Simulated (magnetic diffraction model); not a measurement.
# Moment size from magnetic intensity in Ho4MgV6Ga6

Space group Im-3m (no. 229), a = 8.4050 Å.

```
site  atom       x    y    z
  8c    Ho     1/4  1/4  1/4
 12d    Ga     1/4    0  1/2
 12e     V  0.7107    0    0
  2a    Mg       0    0    0
```

This is a made-up structure (elements placed in a structure type, unrelaxed), so the numbers test the method and describe no known phase.

Only Ho is taken to order (form factors of Ho3+); orders and moment sizes are assumed, and not adapted to the symmetry. Radiation: neutrons of λ = 1.594 Å, 3° to 65°; isotropic B of 0.25 Å² (Ho), 0.26 Å² (Ga), 0.26 Å² (V) and 0.32 Å² (Mg). Simulated constant-wavelength pattern: nuclear and magnetic terms add, the magnetic one as |2.695 fm × Σ f S⊥ exp(2πi Q·r) exp(−B s²)|², summed over all Q at one angle with the factor 1/(sin²θ cos θ). For collinear order S is the moment m, which repeats by lattice and centring translations R with the sign exp(−2πi k·R). Free-ion form factors, Sears's scattering lengths of 1992, no absorption; a label names one of the reflections at its angle. The strongest nuclear line in the range is 100, and lines under 0.2 are left out.

In a first state the assumed order is k = (0 0 1), collinear moments along [010], 8.1 μB on Ho; signs + at (1/4, 1/4, 1/4), + at (3/4, 1/4, 1/4), − at (1/4, 3/4, 1/4), + at (1/4, 1/4, 3/4), with this pattern:

```
2θ (°)    index  nuclear  magnetic
 15.41  (1 1 0)     17.2       0.0
 21.86  (2 0 0)      7.9       0.0
 24.48  (2 1 0)      0.0     265.4
 26.86  (2 1 1)     55.5       0.0
 31.11  (2 2 0)     26.1       0.0
 33.05  (2 1 2)      0.0     148.4
 34.90  (3 1 0)      8.1       0.0
 38.35  (2 2 2)    100.0       0.0
 39.98  (2 3 0)      0.0      32.4
 41.56  (3 2 1)     45.5       0.0
 44.58  (4 0 0)     76.4       0.0
 46.03  (4 1 0)      0.0     103.9
 47.45  (4 1 1)      6.4       0.0
 50.18  (4 2 0)      6.3       0.0
 51.51  (4 1 2)      0.0     104.1
 52.82  (3 3 2)     13.9       0.0
```
(The table stops after 16 lines; 6 more lie at higher angle.)

**Question.** Nearer the ordering temperature the line at 24.48° has total intensity 23.9 on the same scale, and all moments have shrunk alike. How large is the Ho moment?

The nuclear part, 0.0, stays, so the magnetic part is 23.9 against 265.4. It goes as m², so m = 8.1 × √(23.9/265.4) = 2.43 μB; the value used was 2.43 μB.

[Logs are printed without paths, hosts, clocks, repeated set-up lines and the standing remarks that a program may print on its own settings, such as how far it seeks lower states.]
